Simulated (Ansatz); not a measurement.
# NiSn5, from a guessed structure to a relaxed one, part 2 of 2

Starting from a made-up structure for NiSn5, the aim is the relaxed cell, its shortest contacts and, where a second run follows, its electronic structure.

Ansatz 0.2.0; DFT, PBEsol, plane-wave PAW, files of the set soft_1, scalar-relativistic, ferromagnetic start, cell and ions relaxed at zero pressure; PAW set soft_1 (the session's first sound run).

So far: The structure; Relaxation of the guess. The relaxed cell has a = 5.498, c = 15.903 Å (conventional setting).

## (3) Bands of the relaxed cell

With the geometry fixed, one more self-consistent run, with a narrower smearing and the mesh shown in its input, gives the bands, and its pressure, and its forces where symmetry allows any, show how far the geometry depends on these settings.

This step: DFT, PBEsol, plane-wave PAW, files of the set soft_1, scalar-relativistic, no spin, bands and density of states at the relaxed cell; PAW set soft_1 (Ansatz 0.2.0).

File input.yaml:

```yaml
crystal:
  lattice:
    - [2.7489277405, 1.587094171, 5.3010496239]
    - [-2.7489277405, 1.587094171, 5.3010496239]
    - [0.0, -3.174188342, 5.3010496239]
  atoms:
    - { symbol: Sn, position: [0.8359237666, 0.8359237666, 0.8359237666] }
    - { symbol: Sn, position: [0.3468461031, 0.0, 0.6531538969] }
    - { symbol: Sn, position: [0.0, 0.6531538969, 0.3468461031] }
    - { symbol: Sn, position: [0.1640762334, 0.1640762334, 0.1640762334] }
    - { symbol: Sn, position: [0.6531538969, 0.3468461031, 0.0] }
    - { symbol: Ni, position: [0.5, 0.5, 0.5] }
kpoints:
  mp_grid: { grid: [8, 8, 8] }
  band_path:
    path:
      - [[0.0, 0.0, 0.0], [0.5, 0.0, 0.0], [0.5, 0.22642389, -0.22642389]]
      - [[0.77357611, 0.5, 0.22642389], [0.5, 0.5, 0.5], [0.0, 0.0, 0.0], [0.36321194, 0.0, -0.36321194]]
      - [[0.63678806, 0.36321194, 0.0], [0.5, 0.5, 0.0], [0.63678806, 0.63678806, 0.22642389], [0.5, 0.5, 0.5]]
      - [[0.5, 0.0, 0.0], [0.77357611, 0.36321194, 0.36321194]]
    npoints: 8
scf:
  occupations: { method: fermi_dirac, width: 0.03 }
  n_extra_bands: 10
hamiltonian:
  xc: pbesol
  pseudopotentials: { kind: paw, azcp: { folder: soft_1 }, xc_functional: pbe }
output:
  forces: true
  stress: true
  write_bands: true
  dos: { projected: true }
  write_density: true
  write_potential: true
  elf: true
  volumetric_format: npy
```

Launch:

```
$ ansatz run input.yaml --threads 4 --pin off --max-ram 10240MiB --backend cpu --events-out ev --progress --plain --runs-dir out
```

Numbers of over 12 decimals in the logs are rounded to 6 here.

What it wrote:

```text
[...]
Crystal: 6 atoms, lattice volume = 138.765 Å³
Basis set: ecut = 420 eV, 2705 PW (Γ), exchange–correlation on 90×90×90 points (8 copies of the dense FFT grid, shifted against one another)
Bands: 54, of which v1, the nominal top of the filled ones, is band 44 counted from 1 (43 counted from 0)
Symmetry: 6 space group operations
[...]
k-points: 65 of 512 (time reversal used)
[...]
SCF iter   1: F=—  HF=-35556.502654 eV  |F-HF|=—  |Δ(HF+E_count)|=         —  Δρ=1.37e-1  dr2=2.57e1  ethr=3.10e-3  ⟨swp⟩=6.5  Hψ=13478  notcnv=0  defer=2
[...]
SCF iter  12: F=-35552.852479 eV  HF=-35552.852479 eV  |F-HF|=2.49e-8  |Δ(HF+E_count)|=   1.32e-8  Δρ=3.72e-6  dr2=2.70e-8  ethr=1.14e-10  ⟨swp⟩=16.8  Hψ=24354  notcnv=0
SCF 1 converged in 12 iterations: F = -35552.852479 eV  dr2 = 2.70e-8
[...]
NSCF: frozen V_eff on 76 k-points
SCF converged after 12 iterations
Free energy (F): -35552.852479 eV
[...]
Internal energy: -35552.839679 eV  (E = F + TS)
E sigma→0 (E₀):  -35552.846079 eV
Entropy (-TS):   -0.012801 eV (-2.133 meV/atom)
Fermi energy:    12.119590 eV
[...]
--- Forces (eV/Å), atoms counted from 1 ---
  atom   1  Sn    -0.00000000     0.00000000    -0.02999713
  atom   2  Sn     0.00932492     0.01615123     0.00000000
  atom   3  Sn     0.00932492    -0.01615123     0.00000000
  atom   4  Sn    -0.00000000     0.00000000     0.02999713
  atom   5  Sn    -0.01864983     0.00000000     0.00000000
  atom   6  Ni    -0.00000000     0.00000000    -0.00000000
  max |Σ_I F_I| component: 2.83e-17 eV/Å
--- Stress (GPa, compression-positive) ---
        0.374137       0.000000       0.000000
        0.000000       0.374137       0.000000
        0.000000       0.000000      -0.472812
  P = ⅓ Tr σ = 0.0918 GPa (0.918 kbar)
--- Band table (eV; the first three rows and the last of 65) ---
  k-point 0: bands = [... 40 lower, 9.9682, 11.3386, 11.4512, 11.4512, 11.6466, 11.6466, 12.3741, 12.3741, ... 6 higher]
  k-point 1: bands = [... 40 lower, 10.6385, 11.1587, 11.3537, 11.3674, 11.5319, 11.6836, 12.4846, 13.0466, ... 6 higher]
  k-point 2: bands = [... 40 lower, 11.0546, 11.2346, 11.2906, 11.4498, 11.9014, 12.8459, 13.5429, 13.7643, ... 6 higher]
  k-point 64: bands = [... 40 lower, 11.2578, 11.2578, 11.4084, 12.3983, 12.3983, 12.4188, 13.1178, 13.1178, ... 6 higher]
```

Run time: 29 s. Hardware: 4 threads of Arm Neoverse V1, shared host; peak memory 0.82 GiB.

Numbers from this step:

| Quantity | Value |
| --- | --- |
| free energy | -35552.8525 eV |
| energy at zero smearing | -35552.8461 eV |
| smearing term TS | 0.01280 eV |
| Fermi energy | 12.12 eV |
| pressure | 0.09182 GPa |

bands.tsv at the labelled points (eV, zero at the Fermi level; the bands that come nearest the Fermi level along the path):

| point | band 41 | band 42 | band 43 | band 44 | band 45 | band 46 | band 47 | band 48 |
| --- | --- | --- | --- | --- | --- | --- | --- | --- |
| Γ | -2.15 | -0.78 | -0.67 | -0.67 | -0.47 | -0.47 | 0.25 | 0.25 |
| L | -0.82 | -0.79 | -0.74 | -0.32 | 1.06 | 1.19 | 1.89 | 2.33 |
| B1 | -0.92 | -0.86 | -0.19 | -0.05 | 1.08 | 1.40 | 1.59 | 2.66 |
| B | -0.92 | -0.86 | -0.19 | -0.05 | 1.08 | 1.40 | 1.59 | 2.66 |
| Z | -0.86 | -0.86 | -0.71 | 0.28 | 0.28 | 0.30 | 1.00 | 1.00 |
| Γ | -2.15 | -0.78 | -0.67 | -0.67 | -0.47 | -0.47 | 0.25 | 0.25 |
| X | -0.88 | -0.82 | -0.38 | -0.20 | 0.96 | 1.17 | 1.96 | 2.03 |
| Q | -0.88 | -0.82 | -0.38 | -0.20 | 0.96 | 1.17 | 1.96 | 2.03 |
| F | -0.85 | -0.51 | -0.23 | 0.92 | 0.98 | 1.26 | 1.73 | 2.23 |
| P1 | -0.84 | -0.78 | -0.26 | 0.25 | 0.91 | 1.35 | 2.43 | 2.65 |
| Z | -0.86 | -0.86 | -0.71 | 0.28 | 0.28 | 0.30 | 1.00 | 1.00 |
| L | -0.82 | -0.79 | -0.74 | -0.32 | 1.06 | 1.19 | 1.89 | 2.33 |
| P | -0.84 | -0.78 | -0.26 | 0.25 | 0.91 | 1.35 | 2.43 | 2.65 |

States per cell as run, both spins, in windows of 1 eV, from dos.tsv (zero at the Fermi level):

| from | to | total |
| --- | --- | --- |
| -8 | -7 | 1.84 |
| -7 | -6 | 1.76 |
| -6 | -5 | 2.01 |
| -5 | -4 | 1.22 |
| -4 | -3 | 2.35 |
| -3 | -2 | 3.14 |
| -2 | -1 | 5.98 |
| -1 | 0 | 7.60 |
| 0 | 1 | 3.17 |
| 1 | 2 | 3.27 |
| 2 | 3 | 3.07 |
| 3 | 4 | 3.76 |

A further 62.0 states lie below the table's range.

Electrostatic potential energy in the ac plane of the conventional cell at fractional y = 0.000, with atoms of Sn and Ni within 0.2 Å of it. With pseudopotentials it is smooth inside the atoms' cores, unlike the true potential.

Values in eV, 24 rows by 15 columns, each cell a mean:
```
 14  13  13  13  14  13  10  -3 -13   0   1 -13  -4  10  13
 12  12  13  14  15  15  14  11   5   0   0   5  10  12  12
 -8  -5   5  12  15  15  15  14  14  14  14  13   9  -1  -8
 11  -5 -12   7  13  14  14  14  14  14  14  11  -2 -14   7
  0 -11  -6   9  14  15  14  14  14  14  14  12   2 -13  -4
  1   5  10  13  15  15  15  14  14  13  12  12  11   7   2
 13  13  13  14  14  15  14  11   2  -6  -7  -4   5  11  13
 13  12  11  12  13  13  11   1 -15   4  10  -4 -13   6  12
 13  13  12  12  13  14  12   3 -13  -4   2  -9  -9   7  13
 14  14  14  15  15  15  14  12   7   1  -1   3  10  13  14
  0   5  12  15  15  15  14  13  13  13  14  14  13   8   2
  9  -5  -1  12  15  14  13  12  12  13  14  14   7  -8   4
  2  -7   2  13  15  14  13  12  13  14  14  14   9  -6  -2
  7  10  14  15  15  15  14  14  13  13  13  13  13  12   8
 14  14  14  14  14  15  14  10   2  -6  -8  -4   6  12  14
 13  12  12  12  13  13  11   0 -15   4  10  -4 -13   6  12
 13  12  12  12  13  14  12   3 -13  -4   2  -9  -9   7  12
 12  13  13  14  15  15  14  12   7   1  -1   3   9  12  12
 -6  -2   7  13  15  15  15  14  14  14  14  13  10   2  -5
  8  -7 -10   8  13  14  14  14  14  14  14  11  -1 -14   4
  4  -9  -9   8  14  15  14  14  14  14  14  11   0 -14   0
 -3   2   9  13  15  15  15  14  13  13  13  12  10   5  -1
 13  13  14  14  15  14  13   9  -1  -7  -7  -1   8  12  13
 14  13  13  13  13  13  10  -7 -11   9   9 -11  -7   9  13
```
Columns run along a (5.5 Å; values clipped at the 3rd and 97th percentile), rows up along c (15.9 Å), edges of the conventional cell, whose origin can differ from the input's. Atoms in or near the plane, at fractional coordinates: Sn at (0.00, 0.84), Sn at (0.68, 0.67), Sn at (0.67, 0.33), Sn at (0.00, 0.16), Sn at (0.65, 0.00), Ni at (0.00, 0.50).

ELF in the ac plane of the conventional cell at fractional y = 0.000, with atoms of Sn and Ni within 0.2 Å of it. It is the smooth field of the valence electrons, not physical close to the nuclei.

Values, 24 rows by 15 columns, each cell a mean:
```
0.23 0.25 0.27 0.27 0.25 0.27 0.32 0.32 0.20 0.08 0.08 0.20 0.32 0.33 0.25
0.31 0.29 0.25 0.19 0.14 0.15 0.22 0.30 0.33 0.32 0.32 0.33 0.34 0.33 0.31
0.26 0.30 0.32 0.28 0.19 0.16 0.20 0.25 0.28 0.28 0.28 0.31 0.34 0.32 0.28
0.02 0.10 0.29 0.34 0.31 0.28 0.29 0.30 0.29 0.26 0.27 0.33 0.32 0.19 0.04
0.09 0.18 0.30 0.33 0.29 0.25 0.27 0.29 0.28 0.26 0.26 0.32 0.32 0.24 0.11
0.32 0.32 0.31 0.24 0.16 0.14 0.17 0.23 0.28 0.30 0.30 0.32 0.33 0.33 0.32
0.28 0.28 0.27 0.23 0.18 0.16 0.22 0.31 0.32 0.29 0.27 0.31 0.33 0.32 0.29
0.27 0.31 0.34 0.34 0.30 0.28 0.33 0.33 0.22 0.06 0.03 0.10 0.28 0.33 0.30
0.27 0.30 0.33 0.32 0.28 0.26 0.32 0.34 0.25 0.11 0.07 0.15 0.29 0.33 0.29
0.21 0.23 0.23 0.20 0.16 0.14 0.19 0.29 0.33 0.33 0.32 0.32 0.32 0.28 0.23
0.20 0.18 0.17 0.17 0.16 0.16 0.19 0.23 0.26 0.28 0.28 0.25 0.20 0.18 0.19
0.77 0.43 0.18 0.18 0.24 0.28 0.30 0.31 0.30 0.28 0.25 0.20 0.15 0.27 0.66
0.60 0.34 0.17 0.18 0.23 0.26 0.28 0.29 0.29 0.27 0.25 0.20 0.15 0.23 0.51
0.17 0.17 0.18 0.17 0.14 0.14 0.17 0.22 0.27 0.30 0.30 0.28 0.24 0.19 0.17
0.23 0.25 0.26 0.23 0.18 0.16 0.22 0.31 0.33 0.29 0.28 0.30 0.33 0.30 0.25
0.27 0.31 0.34 0.34 0.30 0.28 0.33 0.34 0.22 0.06 0.03 0.10 0.28 0.33 0.30
0.27 0.30 0.33 0.32 0.28 0.26 0.31 0.33 0.25 0.11 0.08 0.15 0.29 0.33 0.29
0.30 0.29 0.27 0.21 0.16 0.14 0.19 0.28 0.32 0.32 0.31 0.33 0.34 0.33 0.30
0.28 0.31 0.32 0.27 0.19 0.16 0.20 0.24 0.27 0.28 0.28 0.31 0.33 0.32 0.29
0.04 0.12 0.29 0.34 0.31 0.28 0.29 0.30 0.29 0.26 0.27 0.33 0.32 0.20 0.06
0.06 0.15 0.30 0.34 0.29 0.25 0.27 0.29 0.28 0.26 0.27 0.32 0.32 0.22 0.08
0.31 0.33 0.32 0.25 0.16 0.14 0.19 0.25 0.29 0.30 0.30 0.32 0.34 0.34 0.32
0.28 0.27 0.24 0.20 0.16 0.17 0.25 0.32 0.32 0.28 0.28 0.32 0.34 0.32 0.28
0.22 0.26 0.28 0.28 0.27 0.29 0.33 0.31 0.15 0.03 0.03 0.15 0.32 0.33 0.25
```
Columns run along a (5.5 Å), rows up along c (15.9 Å), edges of the conventional cell, whose origin can differ from the input's. Atoms in or near the plane, at fractional coordinates: Sn at (0.00, 0.84), Sn at (0.68, 0.67), Sn at (0.67, 0.33), Sn at (0.00, 0.16), Sn at (0.65, 0.00), Ni at (0.00, 0.50).

Valence density in the ac plane of the conventional cell at fractional y = 0.000, with atoms of Sn and Ni within 0.2 Å of it. It is the smooth field of the valence electrons, not physical close to the nuclei.

Values in e/Å³, 24 rows by 15 columns, each cell a mean:
```
 0  0  0  0  0  0  0  1  3  6  6  3  1  0  0
 0  0  0  0  0  0  0  0  0  0  0  0  0  0  0
 1  1  0  0  0  0  0  0  0  0  0  0  0  1  1
 9  5  1  0  0  0  0  0  0  0  0  0  1  3  8
 6  3  1  0  0  0  0  0  0  0  0  0  0  2  5
 0  0  0  0  0  0  0  0  0  0  0  0  0  0  0
 0  0  0  0  0  0  0  0  0  1  1  1  0  0  0
 0  0  0  0  0  0  0  0  2  7  9  5  1  0  0
 0  0  0  0  0  0  0  0  2  5  7  4  1  0  0
 0  0  0  0  0  0  0  0  0  0  1  0  0  0  0
 1  0  0  0  0  0  0  0  0  0  0  0  0  0  1
30  8  1  0  0  0  0  0  0  0  0  0  0  3 20
17  5  1  0  0  0  0  0  0  0  0  0  0  2 11
 0  0  0  0  0  0  0  0  0  0  0  0  0  0  0
 0  0  0  0  0  0  0  0  0  1  1  1  0  0  0
 0  0  0  0  0  0  0  0  2  7  9  5  1  0  0
 0  0  0  0  0  0  0  0  2  5  7  4  1  0  0
 0  0  0  0  0  0  0  0  0  0  1  0  0  0  0
 1  1  0  0  0  0  0  0  0  0  0  0  0  0  1
 8  4  1  0  0  0  0  0  0  0  0  0  0  2  7
 7  4  1  0  0  0  0  0  0  0  0  0  0  2  6
 1  0  0  0  0  0  0  0  0  0  0  0  0  0  1
 0  0  0  0  0  0  0  0  1  1  1  1  0  0  0
 0  0  0  0  0  0  0  1  4  8  8  4  1  0  0
```
Columns run along a (5.5 Å), rows up along c (15.9 Å), edges of the conventional cell, whose origin can differ from the input's. Atoms in or near the plane, at fractional coordinates: Sn at (0.00, 0.84), Sn at (0.68, 0.67), Sn at (0.67, 0.33), Sn at (0.00, 0.16), Sn at (0.65, 0.00), Ni at (0.00, 0.50).

## (4) What came out

| Property | Result |
| --- | --- |
| space group, relaxed | R32 |
| conventional cell | a = 5.498, b = 5.498, c = 15.903 Å; α = 90.0°, β = 90.0°, γ = 120.0° |
| volume per atom | 23.13 Å³ (guess 22.74) |
| total moment | 0.00 μB in the cell of 6 atoms |

NiSn5 relaxes to R32 with a = 5.498, b = 5.498 and c = 15.903 Å. The guessed volume was 2 % too small. The space group R32 was held in the relaxation, so the end point is a stationary structure within it and may be a saddle against distortions or other arrangements. The moments died out from this one start and weren't seeded again at the relaxed cell. Bands cross the Fermi level, so it is a metal or semimetal at this level. On the 8×8×8 mesh with the narrower smearing (relaxed on 6×6×6) the largest force component is 0.030 eV/Å and the largest stress component is 0.473 GPa, against the relaxation's thresholds of 0.015 eV/Å and 0.05 GPa. The cutoff wasn't tested. No dispersion term is used, so weakly bound directions may come out too long. Nothing here tests whether the compound is stable against decomposition.

[Logs are printed without paths, hosts, clocks, repeated set-up lines and the standing remarks that a program may print on its own settings, such as how far it seeks lower states.]

[Hosts, paths, dates, database ids (printed as entryN), source tags and the programs' standing remarks are cut or masked in the printed files.]
